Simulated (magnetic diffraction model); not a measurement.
## LaCeNiOs: what an assumed order does to the neutron pattern

Space group Amm2 (no. 38), a = 4.4350 Å, b = 3.8160 Å, c = 11.3290 Å.

| site | atom | x | y | z |
| --- | --- | --- | --- | --- |
| 2b | Os | 1/2 | 1/2 | 0.0856 |
| 2a | Ce | 0 | 0 | 0.1280 |
| 2b | La | 1/2 | 1/2 | 0.3584 |
| 2a | Ni | 0 | 0 | 0.4184 |

The compound is invented for this exercise: a known structure type with other elements, its cell scaled to their sizes and not relaxed.

Only Ce is taken to order (form factors of Ce3+); orders and moment sizes are assumed, and not adapted to the symmetry. Radiation: neutrons of λ = 2.0775 Å, 2° to 50°; isotropic B of 0.12 Å² (Os), 0.1 Å² (Ce), 0.1 Å² (La) and 0.15 Å² (Ni). Simulated constant-wavelength pattern: nuclear and magnetic terms add, the magnetic one as |2.695 fm × Σ f S⊥ exp(2πi Q·r) exp(−B s²)|², summed over all Q at one angle with the factor 1/(sin²θ cos θ). For a modulated order the moment at position r is S exp(−2πi k·r) + c.c., with S = m/2 for a sine wave of amplitude m and S = m(u + iv)/2 for moments turning in a plane, u and v being orthogonal unit vectors in it; the phase factor of the sum at Q = H + k is then exp(2πi H·r). Free-ion form factors, Sears's scattering lengths of 1992, no absorption; a label names one of the reflections at its angle. The strongest nuclear line in the range is 100, and lines under 0.2 are left out.

Assume the order k = (1/3 0 0), moments turning in the plane of [010] and [001], 2.1 μB on Ce.

Predict the pattern, nuclear and magnetic parts apart.

```
2θ (°)      index  nuclear  magnetic
  8.96  (1/3 0 0)      0.0      19.9
 17.97  (2/3 0 0)      0.0       4.9
 21.13    (0 0 2)     18.4       0.0
 22.99  (1/3 0 2)      0.0       3.4
 27.09    (1 0 0)      2.1       0.0
 27.87  (2/3 0 2)      0.0       2.8
 33.38    (0 1 1)     20.0       0.0
 34.61    (1 0 2)      5.7       0.0
 34.63  (1/3 1 1)      0.0       2.6
 36.39  (4/3 0 0)      0.0       1.1
 38.17  (2/3 1 1)      0.0       2.4
 42.46  (4/3 0 2)      0.0       1.4
 43.03    (0 0 4)     32.6       0.0
 43.51    (1 1 1)    100.0       0.0
 44.05  (1/3 0 4)      0.0       0.8
 45.53    (0 1 3)     13.0       0.0
 45.95  (5/3 0 0)      0.0       0.7
 46.51  (1/3 1 3)      0.0       1.3
 46.98  (2/3 0 4)      0.0       0.7
 49.33  (2/3 1 3)      0.0       1.3
```

The strongest magnetic line in the range is (1/3 0 0) at 8.96° (19.9). On top of the Lorentz factor, which all lines share, magnetic lines fade with angle because f falls: for Ce3+ it is 0.96, 0.86, 0.71 and 0.43 at sin θ/λ = 0.1, 0.2, 0.3 and 0.5 Å⁻¹, while nuclear lengths stay constant. The order has no net moment.

[Logs are printed without paths, hosts, clocks, repeated set-up lines and the standing remarks that a program may print on its own settings, such as how far it seeks lower states.]
